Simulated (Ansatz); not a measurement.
**CdS (Greenockite): G0W0 under other settings**

Aim: change settings of a G0W0 run on CdS (Greenockite) and see what moves.

Calculated with Ansatz 0.2.0; G0W0 on PBE, plane waves, PAW; PAW set soft_1.

### 1. Set-up

It takes space group P6_3mc (No. 186, hexagonal). Conventional cell: a = 4.137 Å, b = 4.137 Å, c = 6.714 Å, α = 90.00°, β = 90.00°, γ = 120.00°. Cd has 4 S at 2.52 to 2.53 Å nearest. Nearest to S lie 4 Cd at 2.52 to 2.53 Å. Farther neighbours and most contacts between anions are not listed.

The cell and positions come from the Crystallography Open Database and are kept as given unless a step says otherwise.

### 2. The base run: 6×6×2 mesh, 225 empty bands, screening to 100 eV, PAW set soft_1 files

Now the one-shot GW correction: screening in the RPA, then the self-energy of the levels asked for. This step takes PAW set soft_1 files.

input.yaml

```yaml
crystal:
  lattice:
    - [4.137, 0.0, 0.0]
    - [-2.0685, 3.5827470955, 0.0]
    - [0.0, 0.0, 6.7144]
  atoms:
    - { symbol: Cd, position: [0.6666666667, 0.3333333333, 0.0] }
    - { symbol: Cd, position: [0.3333333333, 0.6666666667, 0.5] }
    - { symbol: S, position: [0.6666666667, 0.3333333333, 0.375] }
    - { symbol: S, position: [0.3333333333, 0.6666666667, 0.875] }
kpoints:
  mp_grid: { grid: [6, 6, 2] }
hamiltonian:
  xc: pbe
  pseudopotentials: { kind: paw, azcp: { folder: soft_1 } }
scf:
  occupations: { method: fixed }
gw:
  n_empty_bands: 225
  ecut_chi: 100
  qp_bands: [v2, c2]
  qp_kpoints: band_edges
  screening: { model: contour_deformation }
```

Launch:

```
ansatz run input.yaml --threads 3 --pin off --max-ram 92160MiB --backend cuda --events-out ev --progress --plain --runs-dir out --devices 1 --max-vram 13GiB
```

Numbers of over 12 decimals in the logs are rounded to 6 here.

Log:

```text
GPUs: using 1 of 1 available (devices: 1).
Engine: ansatz 0.2.0, x86_64-unknown-linux-gnu
Pseudopotentials: kind: paw
Pseudopotential: Cd, paw, valence charge 20, recommended cutoff 420 eV (normal), soft_1/Cd.paw.azcp
Pseudopotential: S, paw, valence charge 6, recommended cutoff 420 eV (normal), soft_1/S.paw.azcp
Functional definition: PBE
  parameter kappa = 0.804
  parameter beta = 0.066725
  exchange = pbe_x(kappa = kappa, mu = beta*pi^2/3)
  correlation = pbe_c(beta = beta)
device memory: the entry about to start is reckoned to put 0.9 GiB on a device that reports 58.4 GiB free (of which the cap on the GPU budget leaves the run 13.0 GiB)
GPU FFT provider: cuFFT
GPU libraries: cuBLAS 13.8.2, cuFFT 12.4.0, cuSOLVER 12.3.4
Crystal: 4 atoms, lattice volume = 99.520 Å³
Basis set: ecut = 420 eV, 1943 PW (Γ)
Bands: 32, of which v1, the nominal top of the filled ones, is band 26 counted from 1 (25 counted from 0)
Symmetry: 12 space group operations
Space group: P63mc (ITA 186), of the structure as read, at distance tolerance 4.6e-5 Å
k-points: 14 of 72
Non-local potential: Cd, projectors of the file, l = 0: 3, l = 1: 2, l = 2: 2, l = 3: 1
Non-local potential: S, projectors of the file, l = 0: 2, l = 1: 2, l = 2: 1
PAW form: soft (Blöchl's): semilocal exchange-correlation on the pseudo side does not see the compensation charge
PAW one-centre angular grid: Cd, 590 points (default); XC on 64 Gauss nodes
PAW one-centre angular grid: S, 110 points (default); XC on 64 Gauss nodes
Initial density: superposition of atomic densities (chi_scale 0.1, normalization cell, long waves kept (reshape's long-wave potential 0.00 eV rms))
Initial wavefunctions: pseudopotential atomic-orbital guess
GPU buffer pool allocated for 40500 grid points (all kernels)
GPU transforms: local potential and band sums: pruned to the plane-wave sphere, on 27×27×45
Functional: x = pbe(κ = 0.804, μ = 0.219515), c = pbe(β = 0.066725)
SCF iter   1: F=—  HF=-18315.915873 eV  |F-HF|=—  |Δ(HF+E_count)|=         —  Δρ=2.85e-2  dr2=7.09e-1  ethr=3.10e-3  ⟨swp⟩=4.9  Hψ=1574  notcnv=0  defer=54
preconditioner: auto → Resta (q_TF=auto, 2.449 Å⁻¹)  ε∞=4.5  [insulator: Δε(μ)=1.431 eV  Ē_g=11.908 eV  n_scr=22 (ndim 8)  ℏωp=22.3 eV  f_vac=0.073  ε∞_Penn≈4.5]
SCF iter   2: F=—  HF=-18315.768463 eV  |F-HF|=—  |Δ(HF+E_count)|=   1.47e-1  Δρ=1.38e-2  dr2=1.66e-1  ethr=1.36e-3  ⟨swp⟩=2.9  Hψ=817  notcnv=0  defer=55
SCF iter   3: F=—  HF=-18315.759004 eV  |F-HF|=—  |Δ(HF+E_count)|=   9.46e-3  Δρ=4.64e-3  dr2=2.01e-2  ethr=3.20e-4  ⟨swp⟩=2.0  Hψ=523  notcnv=0  defer=55
SCF iter   4: F=—  HF=-18315.761731 eV  |F-HF|=—  |Δ(HF+E_count)|=   2.73e-3  Δρ=1.05e-3  dr2=1.51e-3  ethr=3.86e-5  ⟨swp⟩=2.0  Hψ=660  notcnv=0  defer=55
[...]
E_xc         = -491.557797
  E_vxc        = -558.334656  (∫ρ·V_xc dr)
  E_paw        = -9414.994892  (= ΣΔE_a)
  E_vpaw       = -1132.465749  (= ΣTr[D̂ρ^β])
  E_aug_tail   = 0.000705  (compensation charges beyond the density's cutoff)
  E_ewald      = -5399.695785
  E_smearing   = -0.000000  (= −TS)
  E_closure    = 0.000000  (closes the sum)
  Σ components = -18315.763917   (vs F -18315.763917, Δ=0.00e0)
--- Band table (eV; the first three rows and the last of 14) ---
  k-point 0: bands = [... 22 lower, 6.0964, 6.8241, 6.8660, 6.8660, 8.0842, 9.6681, 13.3254, 13.3254, ... 2 higher]
  k-point 1: bands = [... 22 lower, 6.4675, 6.4675, 6.4675, 6.4675, 9.7277, 9.7277, 13.0511, 13.0511, ... 2 higher]
  k-point 2: bands = [... 22 lower, 5.6731, 5.7819, 6.6199, 6.6817, 9.2227, 10.5244, 12.6148, 13.6769, ... 2 higher]
  k-point 13: bands = [... 22 lower, 4.4516, 4.4516, 5.7458, 5.7458, 11.2754, 11.2754, 12.9577, 12.9577, ... 2 higher]
--- G₀W₀: contour deformation, 7 samples at zero and on the imaginary axis and 1 off it, 72 q-points, 225 empty bands' worth ---
  eigenvalues of the whole cell's RPA ε∞ on this k-mesh (on a slab, of 1 + 4πα/V) = 6.9942, 6.9942, 7.1467; static W/v taken at q = 0 is 0.141253
  bands read: the sum over 251 bands ends inside a degenerate multiplet in 7 slots, whose members it reads at an even weight; the widest, k=1: bands 251 to 254 (counted from 1) at 1/4 each
  gw.qp_kpoints: band_edges: 9 of 14 stored k-points solved, in 1 pass; an edge of the gap read off the rows below is read off those points alone
    valence top: of the k-points left out ik 8 came nearest to being solved in a further pass, in band 26 (counted from 1, as in the quasiparticle table): it holds the edge there only if its correction is more favourable than any solved in that band by at least 0.619 eV; those differ by 0.135 eV
    conduction bottom: of the k-points left out ik 8 came nearest to being solved in a further pass, in band 27 (counted from 1, as in the quasiparticle table): it holds the edge there only if its correction is more favourable than any solved in that band by at least 2.200 eV; those differ by 0.239 eV
    ik  band        ε_KS         Σx   Σc(E_QP)       V_xc       Z   E_QP_lin       E_QP  E_QP is
     0    25      6.8660   -20.8325     2.2217   -18.0764  0.7456     6.3210     6.3315  root
     0    26      6.8660   -20.8325     2.2217   -18.0764  0.7456     6.3210     6.3315  root
     0    27      8.0842    -8.7160    -3.5273   -12.4571  0.7861     8.2993     8.2981  root
     0    28      9.6681    -8.2001    -3.8917   -12.4444  0.7832    10.0246    10.0207  root
     1    25      6.4675   -20.3010     2.3528   -17.3622  0.7430     5.8680     5.8816  root
     1    26      6.4675   -20.3010     2.3528   -17.3622  0.7430     5.8680     5.8816  root
     1    27      9.7277    -8.7108    -3.8161   -12.8608  0.7772    10.0649    10.0615  root
     1    28      9.7277    -8.7108    -3.8161   -12.8608  0.7772    10.0649    10.0615  root
[...]
13    25      5.7458   -19.2633     2.5724   -16.0365  0.7350     5.0720     5.0914  root
    13    26      5.7458   -19.2633     2.5724   -16.0365  0.7350     5.0720     5.0914  root
    13    27     11.2754    -8.3328    -4.2405   -13.0258  0.7704    11.7358    11.7279  root
    13    28     11.2754    -8.3328    -4.2405   -13.0258  0.7704    11.7358    11.7279  root
[key lines of the parts left out:]
SCF converged after 8 iterations
Free energy (F): -18315.763917 eV
Fermi energy:    6.865973 eV
```

The job ended after 20 s (1 × NVIDIA H100 80GB HBM3 (shared by 6 runs) with 3 threads of AMD EPYC 7R13 (Zen 3), shared host; peak memory 1.3 GiB).

In the SCF lines HF is the Harris–Foulkes energy and dr2 the Hartree energy of the density residual, in eV; the loop may stop once dr2 is under the threshold and the program's other checks hold. Hψ counts applications of the Hamiltonian.

Numbers from this step:

```yaml
bands_summed: 251
rpa_eps_infinity_on_this_mesh_eigenvalues: 6.994, 6.994, 7.147
plane_waves_in_the_screening_matrix: 233
q_points_in_the_mesh: 72
g0w0_gap_on_the_mesh: 1.967 eV
k_of_the_valence_top: 0, 0, 0
k_of_the_conduction_bottom: 0, 0, 0
starting_gap_on_the_mesh: 1.218 eV
z_at_the_valence_top: 0.7456
z_at_the_conduction_bottom: 0.7861
least_direct_g0w0_gap_on_the_computed_points: 1.967 eV
```

The gap on the mesh goes from 1.22 eV to 1.97 eV, a correction of +0.75 eV. Between the two edge states, bare exchange in place of the xc potential would open the gap by 6.50 eV, and correlation takes back 5.75 eV.

### 3. Variant: potentials

Other atomic data (norm-conserving) test the pseudisation: the cutoff goes from 420 to 1071 eV, with the same valence electrons.

This step: G0W0 on PBE, plane waves, norm-conserving pseudopotentials.

input.yaml: that of step 2 with these lines changed.

```diff
@@ -14,3 +14,3 @@
   xc: pbe
-  pseudopotentials: { kind: paw, azcp: { folder: soft_1 } }
+  pseudopotentials: { kind: nc }
 scf:
```

Log:

```text
GPUs: using 1 of 1 available (devices: 1).
[...]
GPU FFT provider: cuFFT
GPU libraries: cuBLAS 13.8.2, cuFFT 12.4.0, cuSOLVER 12.3.4
Crystal: 4 atoms, lattice volume = 99.520 Å³
Basis set: ecut = 1071 eV, 7895 PW (Γ)
Bands: 32, of which v1, the nominal top of the filled ones, is band 26 counted from 1 (25 counted from 0)
[... 1 set-up line as in the run before ...]
[...]
k-points: 14 of 72
[...]
GPU buffer pool allocated for 145800 grid points (all kernels)
[...]
SCF iter   1: F=—  HF=-10136.026263 eV  |F-HF|=—  |Δ(HF+E_count)|=         —  Δρ=3.38e-2  dr2=8.22e-1  ethr=3.10e-3  ⟨swp⟩=6.6  Hψ=1797  notcnv=0  defer=54
[...]
SCF iter   8: F=-10135.834661 eV  HF=-10135.834661 eV  |F-HF|=4.87e-8  |Δ(HF+E_count)|=   5.89e-7  Δρ=5.04e-6  dr2=3.11e-8  ethr=1.92e-10  ⟨swp⟩=14.3  Hψ=2735  notcnv=0
SCF 1 converged in 8 iterations: F = -10135.834661 eV  dr2 = 3.11e-8
[...]
0    25      6.9422   -20.8109     2.2245   -18.0609  0.7458     6.4065     6.4166  root
     0    26      6.9422   -20.8109     2.2245   -18.0609  0.7458     6.4065     6.4166  root
     0    27      8.1614    -8.7291    -3.5293   -12.4740  0.7863     8.3783     8.3771  root
     0    28      9.7476    -8.1945    -3.8993   -12.4469  0.7833    10.1046    10.1008  root
     1    25      6.5444   -20.2805     2.3548   -17.3482  0.7432     5.9538     5.9669  root
     1    26      6.5444   -20.2805     2.3548   -17.3482  0.7432     5.9538     5.9669  root
     1    27      9.8060    -8.7207    -3.8187   -12.8768  0.7774    10.1469    10.1434  root
     1    28      9.8060    -8.7207    -3.8187   -12.8768  0.7774    10.1469    10.1434  root
[...]
13    25      5.8239   -19.2448     2.5734   -16.0253  0.7352     5.1592     5.1779  root
    13    26      5.8239   -19.2448     2.5734   -16.0253  0.7352     5.1592     5.1779  root
    13    27     11.3554    -8.3253    -4.2494   -13.0294  0.7705    11.8180    11.8101  root
    13    28     11.3554    -8.3253    -4.2494   -13.0294  0.7705    11.8180    11.8101  root
[key lines of the parts left out:]
SCF converged after 8 iterations
Free energy (F): -10135.834661 eV
Fermi energy:    6.942154 eV
```

It took 24 s on 1 × NVIDIA H100 80GB HBM3 (shared by 6 runs) with 3 threads; peak memory 1.7 GiB.

The G0W0 gap on the mesh is 1.960 eV.

Against the base:

| setting | base | variant |
| --- | --- | --- |
| files | PAW set soft_1 | norm-conserving |

```
                                    quantity  variant   base
                    starting gap on the mesh    1.219  1.218
                        G0W0 gap on the mesh    1.960  1.967
least direct G0W0 gap on the computed points    1.960  1.967
                        Z at the valence top    0.746  0.746
                  Z at the conduction bottom    0.786  0.786
```

### 4. Variant: potentials

This step: G0W0 on PBE, plane waves, PAW.

input.yaml: that of step 3 with these lines changed.

```diff
@@ -14,3 +14,3 @@
   xc: pbe
-  pseudopotentials: { kind: nc }
+  pseudopotentials: { kind: paw, source: ansatz }
 scf:
```

Log:

```text
GPUs: using 1 of 1 available (devices: 1).
[...]
GPU FFT provider: cuFFT
GPU libraries: cuBLAS 13.8.2, cuFFT 12.4.0, cuSOLVER 12.3.4
Crystal: 4 atoms, lattice volume = 99.520 Å³
Basis set: ecut = 520 eV, 2719 PW (Γ)
Bands: 32, of which v1, the nominal top of the filled ones, is band 26 counted from 1 (25 counted from 0)
[... 1 set-up line as in the run before ...]
[...]
k-points: 14 of 72
[...]
GPU buffer pool allocated for 77760 grid points (all kernels)
[...]
SCF iter   1: F=—  HF=-18318.596726 eV  |F-HF|=—  |Δ(HF+E_count)|=         —  Δρ=3.14e-2  dr2=7.59e-1  ethr=3.10e-3  ⟨swp⟩=5.2  Hψ=1613  notcnv=0  defer=53
[...]
SCF iter   8: F=-18318.431937 eV  HF=-18318.431937 eV  |F-HF|=7.35e-8  |Δ(HF+E_count)|=   1.33e-6  Δρ=7.96e-6  dr2=5.55e-8  ethr=1.92e-10  ⟨swp⟩=10.4  Hψ=2134  notcnv=0
SCF 1 converged in 8 iterations: F = -18318.431937 eV  dr2 = 5.55e-8
[...]
0    25      6.8344   -20.8229     2.2211   -18.0659  0.7457     6.2881     6.2986  root
     0    26      6.8344   -20.8229     2.2211   -18.0659  0.7457     6.2881     6.2986  root
     0    27      8.0530    -8.7242    -3.5307   -12.4611  0.7862     8.2603     8.2592  root
     0    28      9.6376    -8.2009    -3.9004   -12.4445  0.7832     9.9844     9.9808  root
     1    25      6.4363   -20.2929     2.3525   -17.3536  0.7431     5.8358     5.8495  root
     1    26      6.4363   -20.2929     2.3525   -17.3536  0.7431     5.8358     5.8495  root
     1    27      9.6971    -8.7192    -3.8194   -12.8668  0.7773    10.0287    10.0254  root
     1    28      9.6971    -8.7192    -3.8194   -12.8668  0.7773    10.0287    10.0254  root
[...]
13    25      5.7151   -19.2582     2.5733   -16.0314  0.7351     5.0423     5.0616  root
    13    26      5.7151   -19.2582     2.5733   -16.0314  0.7351     5.0423     5.0616  root
    13    27     11.2453    -8.3344    -4.2503   -13.0282  0.7705    11.6963    11.6888  root
    13    28     11.2453    -8.3344    -4.2503   -13.0282  0.7705    11.6963    11.6888  root
[key lines of the parts left out:]
SCF converged after 8 iterations
Free energy (F): -18318.431937 eV
Fermi energy:    6.834450 eV
```

It took 16 s on 1 × NVIDIA H100 80GB HBM3 (shared by 6 runs) with 3 threads; peak memory 1.4 GiB; 15 s of CPU time.

The G0W0 gap on the mesh is 1.961 eV.

Against the base:

```csv
setting,base,variant
files,PAW set soft_1,hard PAW
```

```csv
quantity,variant,base
starting gap on the mesh,1.219,1.218
G0W0 gap on the mesh,1.961,1.967
least direct G0W0 gap on the computed points,1.961,1.967
Z at the valence top,0.746,0.746
Z at the conduction bottom,0.786,0.786
```

### 5. Variant: frequency model

A plasmon pole stands in for the full frequency dependence of the screening; this run shows what that costs in accuracy.

This step: G0W0 on PBE, plane waves, PAW; PAW set soft_1.

input.yaml: that of step 4 with these lines changed.

```diff
@@ -14,3 +14,3 @@
   xc: pbe
-  pseudopotentials: { kind: paw, source: ansatz }
+  pseudopotentials: { kind: paw, azcp: { folder: soft_1 } }
 scf:
@@ -22,2 +22,2 @@
   qp_kpoints: band_edges
-  screening: { model: contour_deformation }
+  screening: { model: godby_needs }
```

Log:

```text
GPUs: using 1 of 1 available (devices: 1).
[...]
GPU FFT provider: cuFFT
GPU libraries: cuBLAS 13.8.2, cuFFT 12.4.0, cuSOLVER 12.3.4
Crystal: 4 atoms, lattice volume = 99.520 Å³
Basis set: ecut = 420 eV, 1943 PW (Γ)
Bands: 32, of which v1, the nominal top of the filled ones, is band 26 counted from 1 (25 counted from 0)
[... 1 set-up line as in the run before ...]
[...]
k-points: 14 of 72
[...]
GPU buffer pool allocated for 40500 grid points (all kernels)
[...]
SCF iter   1: F=—  HF=-18315.915873 eV  |F-HF|=—  |Δ(HF+E_count)|=         —  Δρ=2.85e-2  dr2=7.09e-1  ethr=3.10e-3  ⟨swp⟩=4.9  Hψ=1574  notcnv=0  defer=54
[...]
SCF iter   8: F=-18315.763917 eV  HF=-18315.763917 eV  |F-HF|=4.03e-8  |Δ(HF+E_count)|=   8.64e-7  Δρ=3.88e-6  dr2=2.03e-8  ethr=1.92e-10  ⟨swp⟩=10.1  Hψ=2073  notcnv=0
SCF 1 converged in 8 iterations: F = -18315.763917 eV  dr2 = 2.03e-8
[...]
0    25      6.8660   -20.8325     2.2171   -18.0764  0.7852     6.3253     6.3270  root
     0    26      6.8660   -20.8325     2.2171   -18.0764  0.7852     6.3253     6.3270  root
     0    27      8.0842    -8.7160    -3.5131   -12.4571  0.8189     8.3125     8.3122  root
     0    28      9.6681    -8.2001    -3.8721   -12.4444  0.8183    10.0411    10.0404  root
     1    25      6.4675   -20.3010     2.3350   -17.3622  0.7847     5.8615     5.8637  root
     1    26      6.4675   -20.3010     2.3350   -17.3622  0.7847     5.8615     5.8637  root
     1    27      9.7277    -8.7108    -3.7916   -12.8608  0.8131    10.0867    10.0860  root
     1    28      9.7277    -8.7108    -3.7916   -12.8608  0.8131    10.0867    10.0860  root
[...]
13    25      5.7458   -19.2633     2.5190   -16.0365  0.7823     5.0347     5.0381  root
    13    26      5.7458   -19.2633     2.5190   -16.0365  0.7823     5.0347     5.0381  root
    13    27     11.2754    -8.3328    -4.1968   -13.0258  0.8127    11.7733    11.7717  root
    13    28     11.2754    -8.3328    -4.1968   -13.0258  0.8127    11.7733    11.7717  root
[key lines of the parts left out:]
SCF converged after 8 iterations
Free energy (F): -18315.763917 eV
Fermi energy:    6.865973 eV
```

Elapsed: 14 s, on 1 × NVIDIA H100 80GB HBM3 (shared by 6 runs) with 3 threads; peak memory 1.4 GiB; 19 s of CPU time.

The G0W0 gap on the mesh is 1.985 eV.

Against the base:

```csv
setting,base,variant
frequency model,contour deformation,plasmon pole
```

| quantity | variant | base |
| --- | --- | --- |
| starting gap on the mesh | 1.218 | 1.218 |
| G0W0 gap on the mesh | 1.985 | 1.967 |
| least direct G0W0 gap on the computed points | 1.985 | 1.967 |
| Z at the valence top | 0.785 | 0.746 |
| Z at the conduction bottom | 0.819 | 0.786 |

### 6. Summary of results

```
base            : 1.97 eV, 20 s
potentials      : 1.96 eV, 24 s
potentials      : 1.96 eV, 16 s
frequency model : 1.99 eV, 14 s
```

Potentials: the gap moves by −0.01 eV (the plane-wave cutoff goes from 420 to 1071 eV). Potentials: the gap moves by −0.01 eV (the plane-wave cutoff goes from 420 to 520 eV). Frequency model: the gap moves by +0.02 eV. All runs here use a coarse mesh and modest cutoffs; they test settings and are not final values. The 6×6×2 mesh is coarse for this cell (its supercell is 13 Å along the shortest edge). The RPA ε∞ on it, from the PBE start, is 6.99 and 7.15; such meshes misread the long-range screening, most where the gap is narrow. The many-body steps are scalar-relativistic: spin-orbit coupling is not in them.

[Paths, hosts, dates, memory and timing lines, banners, echoed tables and standing remarks are left out of the program output.]

[Logs are printed without paths, hosts, clocks, repeated set-up lines and the standing remarks that a program may print on its own settings, such as how far it seeks lower states.]

[Runs of the session that timed out or met a known fault of the program may be left out.]

[Cells called generated may have been cut or substituted from an entry of the Crystallography Open Database or the Materials Project.]

[Hosts, paths, dates, database ids (printed as entryN), source tags and the programs' standing remarks are cut or masked in the printed files.]
